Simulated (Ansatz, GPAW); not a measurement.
# Work function of S/V(110) at several levels, part 2 of 2

Wanted: work functions and dipole of S/V(110), with the cost of each level.

GPAW 26.7.0 and Ansatz 0.2.0; GPAW, PAW setups; slab in vacuum (the session's first sound run).

So far, upper work function (eV): step 2 (relaxation, PBE, GPAW) 4.39; step 3 (the slab's potential, PBE, GPAW) 4.39; step 4 (self-consistent run: xc = "RPBE") 4.28; step 5 (self-consistent run: xc = "revPBE") 4.29; step 6 (self-consistent run: xc = "vdW-DF2", GPAW, PAW setups, GPAW) 4.77.

**7. Real-space grid: mode = "fd"**

A real-space grid is a second complete basis, so it checks the plane-wave result.

The input, run.py:

```python
import json
import numpy as np
from ase import Atoms
from gpaw import GPAW

slab = Atoms(
    ['V', 'V', 'V', 'V', 'S'],
    positions=[
        [0.00000, 0.00000, 9.00000],
        [2.13546, -0.00000, 11.13546],
        [0.00000, 0.00000, 13.19951],
        [2.13546, -0.00000, 15.31862],
        [-0.00000, 0.00000, 17.06163]],
    cell=[[2.13546, -1.51, 0.0], [2.13546, 1.51, 0.0], [0.0, 0.0, 26.65552]],
    pbc=[True, True, False])

slab.calc = GPAW(mode='fd', h=0.18, xc='PBE', kpts={'size': (13, 13, 1), 'gamma': True},
                 occupations={'name': 'fermi-dirac', 'width': 0.1}, nbands='160%',
                 convergence={'density': 1e-05}, maxiter=200,
                 poissonsolver={'dipolelayer': 'xy'},
                 symmetry={'tolerance': 1e-3}, txt='slab.txt')
result = {}
energy = slab.get_potential_energy()
fermi = slab.calc.get_fermi_level()
v = slab.calc.get_electrostatic_potential().mean((0, 1)) - fermi
n = slab.calc.get_pseudo_density().mean((0, 1))
L = slab.cell[2, 2]
z = np.arange(len(v)) * L / len(v)
low, high = slab.positions[:, 2].min(), slab.positions[:, 2].max()
below, above = np.interp([low - 6.8, high + 6.8], z, v)
slopes = [np.interp(x, z, np.gradient(v, z)) for x in (low - 6.8, high + 6.8)]
eps = np.array([[slab.calc.get_eigenvalues(k, s) for k in range(len(slab.calc.get_ibz_k_points()))]
                for s in range(slab.calc.get_number_of_spins())]) - fermi
top, bottom = eps[eps < 0].max(), eps[eps > 0].min()
dipole = slab.get_dipole_moment()[2]
print(f'energy {energy:.4f} eV, Fermi level {fermi:.4f} eV, dipole {dipole:.5f} e A')
print(f'potential 6.8 A off the faces, from the Fermi level: lower {below:.4f} eV, upper {above:.4f} eV')
print(f'slope of the potential there: lower {slopes[0]:.5f}, upper {slopes[1]:.5f} eV/A')
print(f'nearest levels on the mesh: {top:.4f} and {bottom:.4f} eV')
print('magnetic moment', round(slab.get_magnetic_moment(), 3))
result.update(energy=energy, fermi=fermi, dipole=dipole, below=below, above=above, slopes=slopes, edges=[top, bottom],
              z=z.tolist(), v=v.tolist(), n=n.tolist(), positions=slab.positions.tolist(),
              forces=slab.get_forces(apply_constraint=False).tolist(), moments=slab.get_magnetic_moments().tolist())
json.dump(result, open('result.json', 'w'))
```

The run is started by

```sh
$ OMP_NUM_THREADS=1 OPENBLAS_NUM_THREADS=1 python run.py
```

Numbers of over 12 decimals in the logs are rounded to 6 here.

The log of the run:

```text
energy -37.6427 eV, Fermi level -4.5848 eV, dipole 0.01394 e A
potential 6.8 A off the faces, from the Fermi level: lower 4.7804 eV, upper 4.3892 eV
slope of the potential there: lower -0.00001, upper -0.00000 eV/A
nearest levels on the mesh: -0.0077 and 0.0019 eV
magnetic moment 0.0
```

Wall time 11 min (1 thread of Intel Xeon 6975P-C (Granite Rapids), shared host); peak memory 1.2 GiB.

Numbers from this step:

```
dipole along the normal                    : 0.01394 e·Å
levels nearest the Fermi level on the mesh : -0.007663, 0.001881 eV from the Fermi level
upper work function                        : 4.389 eV
lower work function                        : 4.780 eV
```

The electrostatic potential energy of an electron (without an applied field's), less the Fermi level, planar mean oscillates, so the rows of the table below give means over windows of 2.07 Å about each position, cut where the curve ends. Its maxima inside the range that stand out by 2 % of the span (Å: eV): 10.1: -1.04, 12.2: -1.52, 14.2: -1.23, 16.2: -5.28. Its minima: 9.0: -19.9, 11.2: -19.7, 13.2: -19.7, 15.3: -20.6, 17.0: -28.1.

Electrostatic potential energy of an electron (without an applied field's), less the Fermi level, planar mean against z; means over each step:

z (Å), electrostatic potential energy of an electron (without an applied field's), less the Fermi level, planar mean (eV) and a bar from the least value:
```
     1.03        4.8 ##############################
     3.10        4.8 ##############################
     5.17        4.8 ##############################
     7.24        2.7 ##########################
     9.31       -9.6 ###
    11.38       -9.6 ###
    13.45       -9.5 ###
    15.52      -11.3 
    17.59       -9.5 ###
    19.66        4.3 #############################
    21.73        4.4 #############################
    23.80        4.4 #############################
    25.87        4.4 #############################
```

The upper face's work function is 4.389 eV, against 4.388 eV in the first plane-wave PBE run at this geometry.

**8. Atomic orbitals: mode = "lcao"**

Atom-centred orbitals end a few angstrom from the surface, which tests how much the density's tail matters.

Edit run.py of step 7 so:

```diff
@@ -16,4 +16,4 @@
 
-slab.calc = GPAW(mode='fd', h=0.18, xc='PBE', kpts={'size': (13, 13, 1), 'gamma': True},
-                 occupations={'name': 'fermi-dirac', 'width': 0.1}, nbands='160%',
+slab.calc = GPAW(mode='lcao', basis='dzp', h=0.18, xc='PBE', kpts={'size': (13, 13, 1), 'gamma': True},
+                 occupations={'name': 'fermi-dirac', 'width': 0.1}, nbands='120%',
                  convergence={'density': 1e-05}, maxiter=200,
```

The log of the run:

```text
energy -36.1361 eV, Fermi level -4.5633 eV, dipole 0.01414 e A
potential 6.8 A off the faces, from the Fermi level: lower 4.7617 eV, upper 4.3650 eV
slope of the potential there: lower -0.00000, upper -0.00000 eV/A
nearest levels on the mesh: -0.0011 and 0.0130 eV
magnetic moment 0.0
```

The job ended after 40 min (1 thread; peak memory 0.42 GiB).

This step gave:

```yaml
dipole_along_the_normal: 0.01414 e·Å
levels_nearest_the_fermi_level_on_the_mesh: -0.001081, 0.01296 eV from the Fermi level
upper_work_function: 4.365 eV
lower_work_function: 4.762 eV
```

The upper face's work function is 4.365 eV, against 4.388 eV in the first plane-wave PBE run at this geometry.

**9. All levels side by side**

Times are for 1 thread of Intel Xeon 6975P-C (Granite Rapids), shared host. The runs compared:

| no. | run | upper work function (eV) | lower work function (eV) | time | memory (GiB) |
| --- | --- | --- | --- | --- | --- |
| 1 | pw | 4.388 | 4.781 | 2.7 min | 0.32 |
| 2 | RPBE | 4.284 | 4.661 | 2.6 min | 0.31 |
| 3 | revPBE | 4.285 | 4.676 | 2.4 min | 0.31 |
| 4 | vdW DF2 | 4.771 | 4.977 | 2.9 min | 0.45 |
| 5 | fd | 4.389 | 4.780 | 11 min | 1.2 |
| 6 | lcao | 4.365 | 4.762 | 40 min | 0.42 |

**10. A second plane-wave code**

A second program with its own datasets checks the number independently.

This step: Ansatz plane waves; slab in vacuum with a dipole correction (Ansatz 0.2.0).

The input, input.yaml:

```yaml
crystal:
  lattice:
    - [2.1354624792, -1.51, 0.0]
    - [2.1354624792, 1.51, 0.0]
    - [0.0, 0.0, 26.6555163801]
  atoms:
    - { symbol: V, position: [0.0, 0.0, 0.3376411798] }
    - { symbol: V, position: [0.4999994195, 0.4999994195, 0.4177544281] }
    - { symbol: V, position: [0.0, 0.0, 0.4951887701] }
    - { symbol: V, position: [0.4999994195, 0.4999994195, 0.5746884165] }
    - { symbol: S, position: [0.0, 0.0, 0.640078792] }
kpoints:
  mp_grid: { grid: [13, 13, 1] }
hamiltonian:
  xc: pbe
scf:
  occupations: { method: fermi_dirac, width: 0.1 }
efield:
  axis: 3
  dipole_correction: true
  ramp_width: 0.05
output:
  forces: true
  write_potential: true
  write_density: true
  volumetric_format: npy
  elf: true
```

The run is started by

```sh
$ ansatz run input.yaml --threads 4 --pin off --max-ram 8192MiB --backend cpu --events-out ev --progress --plain --runs-dir out
```

The log of the run:

```text
Warning: the atoms were moved onto the symmetric positions of the space group found under crystal.symmetry.tolerance 1.0e-5 (fractional; no operation is sought that the atoms, as they stand in a round, miss by more than twice it, and no atom is moved by as much as it), and the run uses the moved positions. Before a round's move an operation carried an atom to 2.98e-6 Å from where it should land, the largest such dist [...]
Engine: ansatz 0.2.0, x86_64-unknown-linux-gnu
Pseudopotentials: kind: paw
Pseudopotential: V, paw, valence charge 13, recommended cutoff 420 eV (normal), V.paw.azcp
Pseudopotential: S, paw, valence charge 6, recommended cutoff 420 eV (normal), S.paw.azcp
Functional definition: PBE
  parameter kappa = 0.804
  parameter beta = 0.066725
  exchange = pbe_x(kappa = kappa, mu = beta*pi^2/3)
  correlation = pbe_c(beta = beta)
Crystal: 5 atoms, lattice volume = 171.904 Å³
Basis set: ecut = 420 eV, 3331 PW (Γ), exchange–correlation on 36×36×360 points (8 copies of the dense FFT grid, shifted against one another)
Bands: 35, of which v1, the nominal top of the filled ones, is band 29 counted from 1 (28 counted from 0)
Symmetry: 4 space group operations
Space group: Cmm2 (ITA 35), of the structure as read, at distance tolerance 5.6e-5 Å
k-points: 49 of 169
Non-local potential: V, projectors of the file, l = 0: 3, l = 1: 2, l = 2: 3, l = 3: 1
Non-local potential: S, projectors of the file, l = 0: 2, l = 1: 2, l = 2: 2
PAW form: soft (Blöchl's): semilocal exchange-correlation on the pseudo side does not see the compensation charge
PAW one-centre angular grid: V, 590 points (default); XC on 64 Gauss nodes
PAW one-centre angular grid: S, 110 points (default); XC on 64 Gauss nodes
Initial density: superposition of atomic densities (neutral atoms: chi_scale 0, normalization atom), corrected by the library's trained network
Initial wavefunctions: pseudopotential atomic-orbital guess
Functional: x = pbe(κ = 0.804, μ = 0.219515), c = pbe(β = 0.066725)
SCF iter   1: F=—  HF=-12551.346614 eV  |F-HF|=—  |Δ(HF+E_count)|=         —  Δρ=1.68e-2  dr2=6.76e0  ethr=1.77e-3  p=0.031 e·Å  D=3.21e-2 V/Å  ΔV_dip=-0.86 eV  dr2_dipole=2.32e0  V_vac-E_F(+/−)=4.20/5.05 eV  ⟨swp⟩=7.9  Hψ=7941  notcnv=0
efield: sawtooth ramp at fractional position 0.9639 (placed from the atoms, in the widest stretch of the axis that holds none; the zero of the levels goes with the place), width 0.0500; the density the first Hamiltonian is built on has a dipole p = 0.031 e·Å; the dipole correction subtracts the counter field D = 3.21e-2 V/Å, which shifts the + side's vacuum level by -0.86 eV against the − side's; the planar-averaged density in the ramp window peaks in size at 2.3e-5 e/Å³
preconditioner: auto → LDOS  [metal: Δε(μ)=0.004 eV  Ē_g=4.387 eV  σ=0.100 eV  W_gap=0.01  n_scr=18 (ndim 8)  ℏωp=14.4 eV  f_vac=0.562  D(μ)=5.75/eV (n_scr^D=20)  β→1.0]
SCF iter   2: F=—  HF=-12551.277901 eV  |F-HF|=—  |Δ(HF+E_count)|=   6.87e-2  Δρ=5.68e-3  dr2=1.18e-1  ethr=1.77e-3  p=0.018 e·Å  D=1.94e-2 V/Å  ΔV_dip=-0.52 eV  dr2_dipole=1.09e-2  V_vac-E_F(+/−)=4.25/4.77 eV  ⟨swp⟩=2.0  Hψ=2279  notcnv=0
SCF iter   3: F=—  HF=-12551.271414 eV  |F-HF|=—  |Δ(HF+E_count)|=   6.49e-3  Δρ=2.91e-3  dr2=2.56e-2  ethr=2.04e-4  p=0.013 e·Å  D=1.34e-2 V/Å  ΔV_dip=-0.36 eV  dr2_dipole=1.27e-4  V_vac-E_F(+/−)=4.46/4.82 eV  ⟨swp⟩=2.5  Hψ=3059  notcnv=0
SCF iter   4: F=—  HF=-12551.268837 eV  |F-HF|=—  |Δ(HF+E_count)|=   2.58e-3  Δρ=3.30e-4  dr2=2.77e-4  ethr=4.41e-5  p=0.015 e·Å  D=1.57e-2 V/Å  ΔV_dip=-0.42 eV  dr2_dipole=3.69e-6  V_vac-E_F(+/−)=4.37/4.79 eV  ⟨swp⟩=2.0  Hψ=2334  notcnv=0
SCF iter   5: F=—  HF=-12551.268883 eV  |F-HF|=—  |Δ(HF+E_count)|=   4.51e-5  Δρ=1.09e-4  dr2=3.38e-5  ethr=4.77e-7  p=0.014 e·Å  D=1.52e-2 V/Å  ΔV_dip=-0.40 eV  dr2_dipole=2.91e-7  V_vac-E_F(+/−)=4.38/4.79 eV  ⟨swp⟩=3.3  Hψ=3309  notcnv=0
SCF iter   6: F=—  HF=-12551.268926 eV  |F-HF|=—  |Δ(HF+E_count)|=   4.36e-5  Δρ=4.19e-5  dr2=4.91e-6  ethr=5.83e-8  p=0.014 e·Å  D=1.51e-2 V/Å  ΔV_dip=-0.40 eV  dr2_dipole=9.72e-8  V_vac-E_F(+/−)=4.38/4.79 eV  ⟨swp⟩=2.0  Hψ=2267  notcnv=0
SCF iter   7: F=—  HF=-12551.268929 eV  |F-HF|=—  |Δ(HF+E_count)|=   3.24e-6  Δρ=1.31e-5  dr2=4.46e-7  ethr=8.46e-9  p=0.014 e·Å  D=1.51e-2 V/Å  ΔV_dip=-0.40 eV  dr2_dipole=2.16e-8  V_vac-E_F(+/−)=4.38/4.79 eV  ⟨swp⟩=2.0  Hψ=2323  notcnv=0
SCF iter   8: F=-12551.268930 eV  HF=-12551.268930 eV  |F-HF|=3.37e-9  |Δ(HF+E_count)|=   4.88e-7  Δρ=5.91e-6  dr2=9.48e-8  ethr=1.72e-10  p=0.014 e·Å  D=1.51e-2 V/Å  ΔV_dip=-0.40 eV  dr2_dipole=1.13e-8  V_vac-E_F(+/−)=4.38/4.79 eV  ⟨swp⟩=14.9  Hψ=14875  notcnv=0
SCF 1 converged in 8 iterations: F = -12551.268930 eV  dr2 = 9.48e-8
  greatest PAW one-centre occupation: 1.000 electrons in one spin orbital (limit 2), on the V atom at site 1 (counted from 0), in its partial waves of l = 0
WARN: The input density's exchange-correlation potential varies sharply where the density is thin. Do not read a vacuum level from v_tot or v_xc, or from such a field of the output density. On a cell that repeats whose density bears no net charge and no dipole along the vacuum's axis use v_es (v_loc + v_h of the components); under efield.dipole_correction with no amplitude use v_es + v_field, which holds any external [...]
SCF converged after 8 iterations
Free energy (F): -12551.268930 eV
Harris-Foulkes:  -12551.268930 eV  (|F-HF|=3.37e-9)
Internal energy: -12551.085215 eV  (E = F + TS)
E sigma→0 (E₀):  -12551.177073 eV
Entropy (-TS):   -0.183715 eV (-36.743 meV/atom)
Fermi energy:    3.489364 eV
Dipole field:    D = 0.015292 V/Å  (p = 0.014527 e·Å, saw-weighted, corrected)
Work function:   Φ+ = 4.3809 eV   Φ− = 4.7885 eV
Levels:          The Fermi level and band energies are counted from a zero that moves with the ramp; work functions are not
--- Per-component energies (eV) ---
  E_band       = -1295.037384
  E_kinetic    = 1452.528658
  E_local      = -91921.254388  (includes V_loc(G=0)·N_el)
  E_nonlocal   = -152.214555
  E_hartree    = 45435.395032
  E_xc         = -618.597521
  E_vxc        = -748.547866  (∫ρ·V_xc dr)
  E_paw        = -5051.619632  (= ΣΔE_a)
  E_vpaw       = -796.661174  (= ΣTr[D̂ρ^β])
  E_aug_tail   = 0.001057  (compensation charges beyond the density's cutoff)
  E_efield     = 0.000111  (sawtooth field / dipole correction)
  E_vefield    = 0.320138  (∫n·V_field dr)
  E_ewald      = 38304.676022
  E_smearing   = -0.183715  (= −TS)
  E_closure    = -0.000000  (closes the sum)
  Σ components = -12551.268930   (vs F -12551.268930, Δ=0.00e0)
--- Forces (eV/Å), atoms counted from 1 ---
  atom   1  V      0.00000000     0.00000000     0.47984052
  atom   2  V      0.00000000     0.00000000    -0.41851529
  atom   3  V      0.00000000     0.00000000    -0.02139864
  atom   4  V      0.00000000     0.00000000     0.06581841
  atom   5  S      0.00000000     0.00000000    -0.10579263
  max |Σ_I F_I| component: 4.76e-5 eV/Å
--- Band table (eV; the first three rows and the last of 49) ---
  k-point 0: bands = [... 25 lower, 3.0477, 3.2033, 3.3352, 3.6617, 3.7922, 4.1938, 4.4009, 4.7656, ... 2 higher]
  k-point 1: bands = [... 25 lower, 3.0491, 3.1879, 3.2887, 3.6371, 3.8198, 4.0966, 4.3040, 4.6549, ... 2 higher]
  k-point 2: bands = [... 25 lower, 2.9896, 3.0580, 3.1541, 3.4531, 3.5834, 4.0979, 4.3338, 4.6564, ... 2 higher]
  k-point 48: bands = [... 25 lower, 2.5100, 2.8356, 3.0549, 3.9519, 4.5930, 4.6390, 5.1413, 5.3535, ... 2 higher]
```

Elapsed: 5.4 s, on 4 threads; peak memory 0.59 GiB.

In the SCF lines HF is the Harris–Foulkes energy and dr2 the Hartree energy of the density residual, in eV; the loop may stop once dr2 is under the threshold and the program's other checks hold. Hψ counts applications of the Hamiltonian.

Numbers from this step:

| Property | Result |
| --- | --- |
| free energy | -12551.2689 eV |
| smearing term TS | 0.1837 eV |
| symmetry operations | 4 |
| upper work function | 4.381 eV |
| lower work function | 4.789 eV |
| dipole along the normal | 0.01453 e·Å |
| dipole field | 0.01529 V/Å |
| vacuum level above | 7.870 eV |
| vacuum level below | 8.278 eV |

The electrostatic potential energy of an electron (with the applied field's), less the Fermi level, planar mean oscillates, so the rows of the table below give means over windows of 2.07 Å about each position, cut where the curve ends. Its maxima inside the range that stand out by 2 % of the span (Å: eV): 10.1: -1.03, 12.1: -1.56, 14.2: -1.28, 16.3: -5.79. Its minima: 9.0: -12.9, 11.1: -12.8, 13.2: -12.8, 15.4: -13.6, 17.0: -13.4.

The electrostatic potential energy of an electron (with the applied field's), less the Fermi level, planar mean by z; means over each step:

| z (Å) | electrostatic potential energy of an electron (with the applied field's), less the Fermi level, planar mean (eV) |
| --- | --- |
| 1.03 | 4.78 |
| 3.10 | 4.79 |
| 5.17 | 4.77 |
| 7.24 | 2.63 |
| 9.31 | -8.02 |
| 11.38 | -8.03 |
| 13.45 | -7.95 |
| 15.52 | -9.78 |
| 17.59 | -5.60 |
| 19.66 | 4.31 |
| 21.73 | 4.38 |
| 23.80 | 4.38 |
| 25.87 | 4.44 |

The valence density, planar mean by z:

| z (Å) | valence density, planar mean (e/Å³) |
| --- | --- |
| 5.0 | 1.7e-4 |
| 5.5 | 5.3e-4 |
| 6.0 | 0.00171 |
| 6.5 | 0.00535 |
| 7.0 | 0.0162 |
| 7.5 | 0.0450 |
| 8.0 | 0.127 |
| 8.5 | 0.794 |
| 9.0 | 2.04 |
| 9.5 | 0.819 |
| 10.0 | 0.275 |
| 10.5 | 0.517 |
| 11.0 | 1.89 |
| 11.5 | 1.24 |
| 12.0 | 0.317 |
| 12.5 | 0.452 |
| 13.0 | 1.75 |
| 13.5 | 1.45 |
| 14.0 | 0.346 |
| 14.5 | 0.335 |
| 15.0 | 1.39 |
| 15.5 | 1.80 |
| 16.0 | 0.517 |
| 16.5 | 0.539 |
| 17.0 | 0.563 |
| 17.5 | 0.491 |
| 18.0 | 0.192 |
| 18.5 | 0.0409 |
| 19.0 | 0.00816 |
| 19.5 | 0.00166 |
| 20.0 | 3.4e-4 |
| 20.5 | 7.6e-5 |

Force by atom:

| atom | x (eV/Å) | y (eV/Å) | z (eV/Å) | size |
| --- | --- | --- | --- | --- |
| V1 | 0.000 | 0.000 | 0.480 | 0.480 |
| V2 | 0.000 | 0.000 | -0.419 | 0.419 |
| V3 | 0.000 | 0.000 | -0.021 | 0.021 |
| V4 | 0.000 | 0.000 | 0.066 | 0.066 |
| S5 | 0.000 | 0.000 | -0.106 | 0.106 |

ELF in the ca plane at fractional y = 1.000, with atoms of V and S within 0.2 Å of it. It is the smooth field of the valence electrons, not physical close to the nuclei.

Values, 5 rows by 16 columns, each cell a mean:
```
0.55 0.48 0.41 0.40 0.41 0.60 0.35 0.36 0.64 0.70 0.70 0.09 0.00 0.00 0.00 0.00
0.24 0.27 0.37 0.36 0.29 0.25 0.41 0.26 0.60 0.66 0.29 0.02 0.00 0.00 0.00 0.00
0.24 0.33 0.36 0.36 0.38 0.25 0.48 0.24 0.38 0.37 0.10 0.01 0.00 0.00 0.00 0.00
0.33 0.31 0.38 0.37 0.29 0.36 0.37 0.29 0.69 0.78 0.47 0.04 0.00 0.00 0.00 0.00
0.61 0.53 0.43 0.41 0.46 0.65 0.36 0.39 0.56 0.62 0.75 0.11 0.00 0.00 0.00 0.00
```
Columns run along c (16.0 Å, from fractional 0.31 to 0.91 of the cell), rows up along a (2.6 Å). Atoms in or near the plane, at fractional coordinates: V at (0.34, 0.00), V at (0.50, 0.00), S at (0.64, 0.00).

Electrostatic potential energy in the ca plane at fractional y = 1.000, with atoms of V and S within 0.2 Å of it. With pseudopotentials it is smooth inside the atoms' cores, unlike the true potential.

Values in eV, 5 rows by 16 columns, each cell a mean:
```
-23 -20   4   4 -17 -24   1   2 -20 -22   6   8   8   8   8   8
 -8  -5   3   3  -3  -9   3   1  -4  -5   7   8   8   8   8   8
  0   2   3   3   3   1   4   1   2   3   7   8   8   8   8   8
-15 -12   4   3  -9 -17   3   2 -11 -12   7   8   8   8   8   8
-23 -21   4   4 -18 -23   1   3 -21 -24   6   8   8   8   8   8
```
Columns run along c (16.0 Å, from fractional 0.31 to 0.91 of the cell; values clipped at the 3rd and 97th percentile), rows up along a (2.6 Å). Atoms in or near the plane, at fractional coordinates: V at (0.34, 0.00), V at (0.50, 0.00), S at (0.64, 0.00).

Valence density in the ca plane at fractional y = 1.000, with atoms of V and S within 0.2 Å of it. It is the smooth field of the valence electrons, not physical close to the nuclei.

Values in units of 1e0 e/Å³, 5 rows by 16 columns, each cell a mean:
```
4.8 3.7 0.3 0.3 2.6 5.8 0.3 0.3 0.9 0.9 0.1 0.0 0.0 0.0 0.0 0.0
0.6 0.6 0.3 0.3 0.5 0.7 0.3 0.3 0.5 0.5 0.1 0.0 0.0 0.0 0.0 0.0
0.2 0.3 0.2 0.3 0.3 0.3 0.3 0.3 0.3 0.3 0.0 0.0 0.0 0.0 0.0 0.0
1.4 1.2 0.3 0.3 0.9 1.8 0.3 0.3 0.7 0.7 0.1 0.0 0.0 0.0 0.0 0.0
6.7 5.3 0.3 0.2 3.7 8.2 0.3 0.3 0.9 0.8 0.2 0.0 0.0 0.0 0.0 0.0
```
Columns run along c (16.0 Å, from fractional 0.31 to 0.91 of the cell), rows up along a (2.6 Å). Atoms in or near the plane, at fractional coordinates: V at (0.34, 0.00), V at (0.50, 0.00), S at (0.64, 0.00).

The upper face's work function is 4.381 eV, against 4.388 eV in the first plane-wave PBE run at this geometry.

**11. Side by side**

Results and costs are gathered.

This step: comparison of work functions, dipole and cost (GPAW 26.7.0).

Ladder, by row:

| step | code | work function, upper (eV) | work function, lower (eV) | dipole (e Å) | wall time (s) | peak memory (GiB) | threads |
| --- | --- | --- | --- | --- | --- | --- | --- |
| pw | GPAW | 4.388 | 4.781 | 0.01405 | 160.6 | 0.32 | 1 |
| RPBE | GPAW | 4.284 | 4.661 | 0.01346 | 157.6 | 0.31 | 1 |
| revPBE | GPAW | 4.285 | 4.676 | 0.01396 | 145.6 | 0.31 | 1 |
| vdW-DF2 | GPAW | 4.771 | 4.977 | 0.007389 | 172.3 | 0.45 | 1 |
| fd | GPAW | 4.389 | 4.78 | 0.01394 | 659 | 1.16 | 1 |
| lcao | GPAW | 4.365 | 4.762 | 0.01414 | 2411 | 0.42 | 1 |
| ansatz | Ansatz | 4.381 | 4.789 | 0.01453 | 5.44 | 0.593 | 4 |

**12. Results**

```
work function, upper and lower face : 4.388 and 4.781 eV
dipole along the normal             : 0.0141 e Å
```

In words: With plane waves and PBE the work function is 4.39 eV on the upper face and 4.78 eV on the lower. The two faces differ by 0.39 eV, the step that the slab's dipole makes (e p/(ε0 A) gives 0.39 eV), so the dipole layer is needed. Over the sound runs of the table the upper face's work function spans 4.284 (RPBE) to 4.771 eV (vdW-DF2). The two plane-wave codes differ by 0.0071 eV on the upper face. The cell of 6.45 Å² holds one S, started on one chosen site; other sites and coverages weren't tried. The runs had no spin polarisation, so a magnetic state, which thin layers of d-metal atoms can have, wasn't tested. The in-plane lattice was kept as typed, which isn't the functional's own and leaves some strain; spin-orbit coupling and temperature are left out.

[Logs are printed without paths, hosts, clocks, repeated set-up lines and the standing remarks that a program may print on its own settings, such as how far it seeks lower states.]

[Hosts, paths, dates, database ids (printed as entryN), source tags and the programs' standing remarks are cut or masked in the printed files.]
